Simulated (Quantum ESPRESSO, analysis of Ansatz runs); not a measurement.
# Migration in Be3N2 (P6_3/mmc): V_Be hop (2.8 Å), charge −2 (Quantum ESPRESSO), part 3 of 3

Aim: the barrier of one jump in Be3N2 (P6_3/mmc) at charge −2: V_Be hop (2.8 Å). The model is a cell of 120 host atoms with 1 Be taken out; Be is the atom that moves.

Quantum ESPRESSO 7.5; Quantum ESPRESSO plane-wave DFT, PBEsol, GBRV 1.5 PBEsol potentials; nudged elastic band between two relaxed defect structures at fixed charge in a uniform background.

So far: Starting point; Relaxation of the start point, charge −2; Relaxation of the end point, charge −2.

## 4. Nudged elastic band, charge −2

3 movable images are laid between the ends on a pair-potential path, which keeps atoms from colliding in the first guess. Each image feels the true force across the path and a spring force along it. The highest image is set to climb to the top of the path.

This step: Quantum ESPRESSO plane-wave DFT, PBEsol, GBRV 1.5 PBEsol potentials; nudged elastic band between two relaxed defect structures at fixed charge in a uniform background.

File neb.in:

```
BEGIN
BEGIN_PATH_INPUT
&PATH
  restart_mode = 'from_scratch'
  string_method = 'neb'
  nstep_path = 45
  ds = 1.5
  opt_scheme = 'broyden'
  num_of_images = 5
  k_max = 0.3
  k_min = 0.2
  CI_scheme = 'auto'
  path_thr = 0.05
/
END_PATH_INPUT
BEGIN_ENGINE_INPUT
&CONTROL
  prefix = 'pwscf'
  outdir = './tmp'
  pseudo_dir = './pseudo'
  disk_io = 'low'
/
&SYSTEM
  ibrav = 0
  nat = 119
  ntyp = 2
  ecutwfc = 40
  ecutrho = 324
  nbnd = 267
  occupations = 'fixed'
  tot_charge = -2
  nosym = .true.
/
&ELECTRONS
  conv_thr = 1d-07
  electron_maxstep = 100
  mixing_beta = 0.5
/
ATOMIC_SPECIES
Be     9.0122 be_pbesol_v1.4.uspp.F.UPF
N     14.0070 n_pbesol_v1.2.uspp.F.UPF
CELL_PARAMETERS angstrom
   8.5162218327    4.9168430144    0.0000000000
  -8.5162218327    4.9168430144    0.0000000000
   0.0000000000    0.0000000000    9.7125583330
BEGIN_POSITIONS
FIRST_IMAGE
ATOMIC_POSITIONS crystal
Be     0.0004146719    0.3347906182    0.0775991180
Be     0.1719810885    0.1720491877    0.0758563606
Be     0.3344665325    0.0001634570    0.0775836196
Be     0.0014686228    0.1676783705    0.5781546363
Be     0.1676678841    0.0016572007    0.5780961651
Be     0.3442857043    0.3445220349    0.5884821223
Be     0.0014668659    0.1679492382    0.9222875147
Be     0.1678471127    0.0013496875    0.9221903986
Be     0.3453494580    0.3452822854    0.9108603713
Be    -0.0008078872    0.3338942053    0.4224610078
Be     0.1715449491    0.1715524604    0.4242109858
Be     0.3341408707   -0.0005730979    0.4225491867
Be     0.0019927976    0.0020602727    0.2511225308
Be     0.1662605566    0.3339687912    0.2516361704
Be     0.3339133197    0.1662682824    0.2509629030
Be    -0.0002084007   -0.0001394491    0.7512484885
Be     0.1665240699    0.3314485274    0.7510980516
Be     0.3314237597    0.1666155465    0.7505485886
N      0.0016627697    0.0016520972   -0.0002964617
N      0.1658294206    0.3346931572    0.0007466161
N      0.3346606582    0.1658938045    0.0009698749
N      0.0016373733    0.0017033423    0.4996597988
N      0.1655612729    0.3345243996    0.4983217383
N      0.3343933953    0.1655382189    0.4985083261
N     -0.0008727353    0.3337970666    0.2500457962
N      0.1681756323    0.1682325275    0.2500445798
N      0.3338034099   -0.0008570356    0.2500726992
N     -0.0023374241    0.1653536766    0.7501891777
N      0.1653080113   -0.0022393796    0.7500953395
N      0.3238968861    0.3239606263    0.7497129262
Be    -0.0001427578    0.8344625179    0.0777942491
Be     0.1654463967    0.6655854567    0.0776179943
Be     0.3336324163    0.4997624318    0.0775816764
Be    -0.0017067090    0.6660499110    0.5778864494
Be     0.1676241047    0.4997458508    0.5786184177
Be     0.3336929339    0.8321042798    0.5781036634
Be    -0.0013340115    0.6666136732    0.9220179091
Be     0.1681517238    0.5003276393    0.9214816938
Be     0.3335482675    0.8322068941    0.9221471190
Be     0.0002917153    0.8344951580    0.4227188660
Be     0.1654320669    0.6656085209    0.4225893153
Be     0.3335032069    0.5003014398    0.4228213830
Be    -0.0021619306    0.4999335496    0.2506578610
Be     0.1665501254    0.8332503428    0.2495798443
Be     0.3322802007    0.6659525128    0.2499684874
Be     0.0001387350    0.4999740471    0.7504096690
Be     0.1666471638    0.8333814866    0.7493652322
Be     0.3351497739    0.6686010769    0.7501208475
N     -0.0015870691    0.5002026217    0.0000068144
N      0.1666560724    0.8334085333    0.0011780257
N      0.3311042962    0.6653831188    0.0013887436
N     -0.0019074679    0.4997190954    0.4999553660
N      0.1665809547    0.8332216543    0.4995307393
N      0.3309921100    0.6653305893    0.4989304165
N      0.0006668392    0.8346080313    0.2502583122
N      0.1652635175    0.6660614330    0.2501354566
N      0.3328835304    0.4999610470    0.2502004179
N      0.0023131691    0.6676593190    0.7499273626
N      0.1664420150    0.5000361611    0.7500648097
N      0.3323395046    0.8346946571    0.7501461658
Be     0.4993913108    0.3338388326    0.0775779540
Be     0.6654759856    0.1651629304    0.0775690792
Be     0.8348522006   -0.0000003167    0.0775280206
Be     0.4994582521    0.1674230101    0.5787238904
Be     0.6661213428   -0.0015608678    0.5782479132
Be     0.8323180371    0.3333267820    0.5782794082
Be     0.5003281874    0.1684736205    0.9215708502
Be     0.6663801391   -0.0014311714    0.9223007997
Be     0.8319717227    0.3338781236    0.9223886855
Be     0.5004878619    0.3333902975    0.4227606738
Be     0.6656553713    0.1657625145    0.4225530364
Be     0.8339475897    0.0002000216    0.4224811437
Be     0.4999650065   -0.0021100595    0.2498534925
Be     0.6658797849    0.3322794662    0.2467380290
Be     0.8332309323    0.1665851069    0.2485535371
Be     0.4999693105    0.0002395368    0.7503455871
Be     0.6685908607    0.3351788487    0.7477635146
Be     0.8333126409    0.1666677512    0.7500182059
N      0.4999821209   -0.0016849823    0.0001380004
N      0.6654636971    0.3312164603    0.0026524085
N      0.8333895203    0.1667236494    0.0013259411
N      0.4998283627   -0.0018055753    0.5001099215
N      0.6651997644    0.3309493893    0.5001641240
N      0.8331152188    0.1665425638    0.4996950442
N      0.4999074374    0.3329130388    0.2502177084
N      0.6660743872    0.1653244245    0.2500613731
N      0.8345560753    0.0007258432    0.2500015545
N      0.4999892027    0.1665155715    0.7501921287
N      0.6675956726    0.0023163232    0.7503417297
N      0.8346427165    0.3323434705    0.7503378744
Be     0.4997639601    0.8280128810    0.0757195908
Be     0.6663304285    0.6658911885    0.0776879242
Be     0.8289110952    0.5008503165    0.0761053827
Be     0.5001332195    0.6553892616    0.5889656444
Be     0.6546889508    0.5001584861    0.5889833498
Be     0.8322111920    0.8324018618    0.5786569421
Be     0.5000793357    0.6549523559    0.9113054964
Be     0.6555656786    0.4998249600    0.9114359860
Be     0.8319092890    0.8317254444    0.9215576853
Be     0.5000324852    0.8282704002    0.4242001181
Be     0.6662726005    0.6668115461    0.4227943773
Be     0.8274700573    0.4990933875    0.4244479286
Be     0.4999247652    0.4999602802    0.2517979245
Be     0.6675918334    0.8335991645    0.2489110772
Be     0.8335791731    0.6675825540    0.2518291249
Be     0.6649111756    0.8334941218    0.7502965373
Be     0.8334752926    0.6649437332    0.7500535531
N      0.5000241118    0.4999337900    0.0043124144
N      0.6688898646    0.8341178969    0.0016017047
N      0.8342972903    0.6688463139    0.0010295272
N      0.4999181243    0.5000439710    0.4953521047
N      0.6687079809    0.8342801358    0.4991490145
N      0.8340620857    0.6688368253    0.4986413837
N      0.4999611976    0.8316808410    0.2499585342
N      0.6669949242    0.6669921551    0.2502398176
N      0.8316491036    0.4999319302    0.2502789173
N      0.5000251203    0.6761480110    0.7501730788
N      0.6761640680    0.5000475400    0.7501505262
N      0.8335733017    0.8336305127    0.7501083316
INTERMEDIATE_IMAGE
ATOMIC_POSITIONS crystal
Be    -0.0009841597    0.3344157806    0.0770899083
Be     0.1704379226    0.1707678988    0.0763639550
[... 117 atom lines left out ...]
INTERMEDIATE_IMAGE
ATOMIC_POSITIONS crystal
Be    -0.0020460629    0.3341251961    0.0767194468
Be     0.1692455397    0.1697677918    0.0767754328
[... 117 atom lines left out ...]
INTERMEDIATE_IMAGE
ATOMIC_POSITIONS crystal
Be    -0.0030302489    0.3338286305    0.0763553791
Be     0.1681123284    0.1687924401    0.0771327484
[... 117 atom lines left out ...]
LAST_IMAGE
ATOMIC_POSITIONS crystal
Be    -0.0044350746    0.3334517465    0.0758830576
Be     0.1666388544    0.1675560588    0.0775745863
[... 3 atom lines left out ...]
Be     0.3347578431    0.3330357982    0.5785613944
[... 2 atom lines left out ...]
Be     0.3347499898    0.3330870788    0.9214254379
[... 8 atom lines left out ...]
Be     0.3333479173    0.1644998893    0.7503214834
[... 11 atom lines left out ...]
N      0.3332281712    0.3330376447    0.7500056869
[... 33 atom lines left out ...]
Be     0.5115700979    0.1777733204    0.5890330898
[... 2 atom lines left out ...]
Be     0.5114125778    0.1779166072    0.9115062684
[... 9 atom lines left out ...]
Be     0.5019215861    0.5016198597    0.7505329388
[... 10 atom lines left out ...]
N      0.4906092109    0.1568546818    0.7502771562
[... 6 atom lines left out ...]
Be     0.6665380961    0.4880375784    0.5889331086
[... 2 atom lines left out ...]
Be     0.6668650488    0.4883716612    0.9113647399
[... 8 atom lines left out ...]
Be     0.8316615827    0.6665270160    0.7502020929
[... 10 atom lines left out ...]
N      0.6667993295    0.5091608766    0.7500980108
N      0.8344890093    0.8354222045    0.7499948201
END_POSITIONS
K_POINTS gamma
END_ENGINE_INPUT
END
```

On the command line:

```console
$ OMP_NUM_THREADS=1 mpirun -n 4 neb.x -ni 2 -inp neb.in > neb.out
```

What it wrote:

```text
[shortened: banners, details of potentials and solvers, and blank lines are left out]
[banner, memory and clock lines left out]
     path-images division:  nimage    =       2
     initial path length           =  5.7806 bohr
     initial inter-image distance  =  1.4452 bohr
     string_method                 =    neb
     restart_mode                  =    from_scratch
     opt_scheme                    =    broyden
     num_of_images                 =    5
     nstep_path                    =    45
     CI_scheme                     =    auto
     first_last_opt                =    F
     use_freezing                  =    F
     ds                            =    1.5000 a.u.
     k_max                         =    0.3000 a.u.
     k_min                         =    0.2000 a.u.
     path_thr                      =    0.0500 eV / A
     ------------------------------ iteration   1 ------------------------------
     activation energy (->) =   3.876225 eV
     activation energy (<-) =   3.876812 eV
     image        energy (eV)        error (eV/A)        frozen
         1     -40375.2737159            0.017726            T
         2     -40372.7190416            4.967751            F
         3     -40371.3974904            7.286432            F
         4     -40372.7173418            4.962644            F
         5     -40375.2743026            0.018951            T
     climbing image =  3
     path length          =  5.781 bohr
[...]
------------------------------ iteration   3 ------------------------------
     activation energy (->) =   1.868825 eV
     activation energy (<-) =   1.869412 eV
     image        energy (eV)        error (eV/A)        frozen
         1     -40375.2737159            0.017726            T
         2     -40373.4065338            0.584786            F
         3     -40373.4410615            1.360348            F
         4     -40373.4048905            1.402385            F
         5     -40375.2743026            0.018951            T
     climbing image =  4
     path length          =  6.068 bohr
[...]
------------------------------ iteration   5 ------------------------------
     activation energy (->) =   1.947991 eV
     activation energy (<-) =   1.948577 eV
     image        energy (eV)        error (eV/A)        frozen
         1     -40375.2737159            0.017726            T
         2     -40373.4474273            1.563888            F
         3     -40373.7332512            0.731837            F
         4     -40373.3257252            1.849320            F
         5     -40375.2743026            0.018951            T
     climbing image =  4
     path length          =  6.362 bohr
[...]
------------------------------ iteration   7 ------------------------------
     activation energy (->) =   1.877179 eV
     activation energy (<-) =   1.877766 eV
     image        energy (eV)        error (eV/A)        frozen
         1     -40375.2737159            0.017726            T
         2     -40373.5163783            0.377558            F
         3     -40373.7540154            0.456708            F
         4     -40373.3965365            0.468991            F
         5     -40375.2743026            0.018951            T
     climbing image =  4
     path length          =  6.302 bohr
[...]
------------------------------ iteration   9 ------------------------------
     activation energy (->) =   1.864612 eV
     activation energy (<-) =   1.865198 eV
     image        energy (eV)        error (eV/A)        frozen
         1     -40375.2737159            0.017726            T
         2     -40373.5955446            0.056424            F
         3     -40373.7537476            0.339624            F
         4     -40373.4091042            0.104909            F
         5     -40375.2743026            0.018951            T
     climbing image =  4
     path length          =  6.396 bohr
[...]
------------------------------ iteration  11 ------------------------------
     activation energy (->) =   1.856630 eV
     activation energy (<-) =   1.857217 eV
     image        energy (eV)        error (eV/A)        frozen
         1     -40375.2737159            0.017726            T
         2     -40373.6135786            0.091925            F
         3     -40373.7505320            0.288465            F
         4     -40373.4170860            0.054636            F
         5     -40375.2743026            0.018951            T
     climbing image =  4
     path length          =  6.456 bohr
[...]
------------------------------ iteration  13 ------------------------------
     activation energy (->) =   1.854506 eV
     activation energy (<-) =   1.855092 eV
     image        energy (eV)        error (eV/A)        frozen
         1     -40375.2737159            0.017726            T
         2     -40373.6045345            0.096589            F
         3     -40373.7592221            0.117937            F
         4     -40373.4192101            0.056539            F
         5     -40375.2743026            0.018951            T
     climbing image =  4
     path length          =  6.472 bohr
[...]
------------------------------ iteration  15 ------------------------------
     activation energy (->) =   1.853394 eV
     activation energy (<-) =   1.853981 eV
     image        energy (eV)        error (eV/A)        frozen
         1     -40375.2737159            0.017726            T
         2     -40373.5846860            0.136571            F
         3     -40373.7701072            0.031792            F
         4     -40373.4203215            0.059397            F
         5     -40375.2743026            0.018951            T
     climbing image =  4
     path length          =  6.517 bohr
[...]
------------------------------ iteration  17 ------------------------------
     activation energy (->) =   1.853476 eV
     activation energy (<-) =   1.854063 eV
     image        energy (eV)        error (eV/A)        frozen
         1     -40375.2737159            0.017726            T
         2     -40373.5829111            0.104042            F
         3     -40373.7719116            0.030515            F
         4     -40373.4202395            0.043011            F
         5     -40375.2743026            0.018951            T
     climbing image =  4
     path length          =  6.519 bohr
[...]
------------------------------ iteration  18 ------------------------------
     activation energy (->) =   1.853617 eV
     activation energy (<-) =   1.854203 eV
     image        energy (eV)        error (eV/A)        frozen
         1     -40375.2737159            0.017726            T
         2     -40373.5762540            0.018755            F
         3     -40373.7772568            0.011325            F
         4     -40373.4200992            0.015003            F
         5     -40375.2743026            0.018951            T
     climbing image =  4
     path length          =  6.524 bohr
     inter-image distance =  1.631 bohr
     neb: convergence achieved in  18 iterations
```

The job ended after 61 min (4 MPI ranks of Arm Neoverse V1, shared host; peak memory 3.7 GiB).

Images along the path:

```tsv
image	path (Å)	energy (eV)	Be77: x, y, z (Å)
0	0.000	0.0000	2.839, 4.935, 7.263
1	0.879	1.6975	2.139, 4.572, 7.279
2	1.623	1.4965	1.506, 4.287, 7.283
3	2.365	1.8536	0.894, 4.473, 7.286
4	3.452	-0.0006	0.003, 4.934, 7.290
```

This step gave:

| Property | Result |
| --- | --- |
| barrier forward | 1.854 eV |
| barrier backward | 1.854 eV |
| end less start | -5.87e-4 eV |
| hop length | 2.837 Å |

The band met its tolerance of 0.05 eV/Å after 18 iterations, with image 3 on top (the start counts as 0). Be77, which moves farthest between the ends, has 3 N at 1.59 to 1.66 Å nearest at the start and 2 N at 1.49 to 1.56 Å at the top. The path has 2 maxima, and only the highest was climbed; it lies 0.36 eV above the dip at image 2.

## 5. Outcome

```yaml
barrier_forward: 1.85 eV (in doubt, see below)
barrier_backward: 1.85 eV
end_less_start: 0.00 eV
hop_length: 2.84 Å
band_iterations_as_the_log_counts_them: 18
```

In words: The top of the band lies 1.85 eV above the start and 1.85 eV above the end, which are alike in energy and neighbours. The path has 2 maxima, and only the highest was climbed; it lies 0.36 eV above the dip at image 2. With an assumed prefactor of 1e13 per second it gives one hop a second along this one path at about 720 K. At the top Be77 stands 1.49 Å from its nearest N, 0.09 Å closer than at the start. The order of the top as a saddle was not checked for all atoms, so a bent path could be lower. No image-charge correction is applied; it largely cancels along a path if the charge stays localised alike. Keep in mind: sampling at the zone centre alone can move energies of charged and open-shell states by tenths of an eV or more in cells of this size.

[Long decimals in the printed logs are rounded to 6 places.]

[Repeated set-up lines and some long k-point lines are left out of the logs, and relaxed atomic positions are cut to six decimals.]

[Logs are printed without paths, hosts, clocks, repeated set-up lines and the standing remarks that a program may print on its own settings, such as how far it seeks lower states.]

[Hosts, paths, dates, database ids (printed as entryN), source tags and the programs' standing remarks are cut or masked in the printed files.]
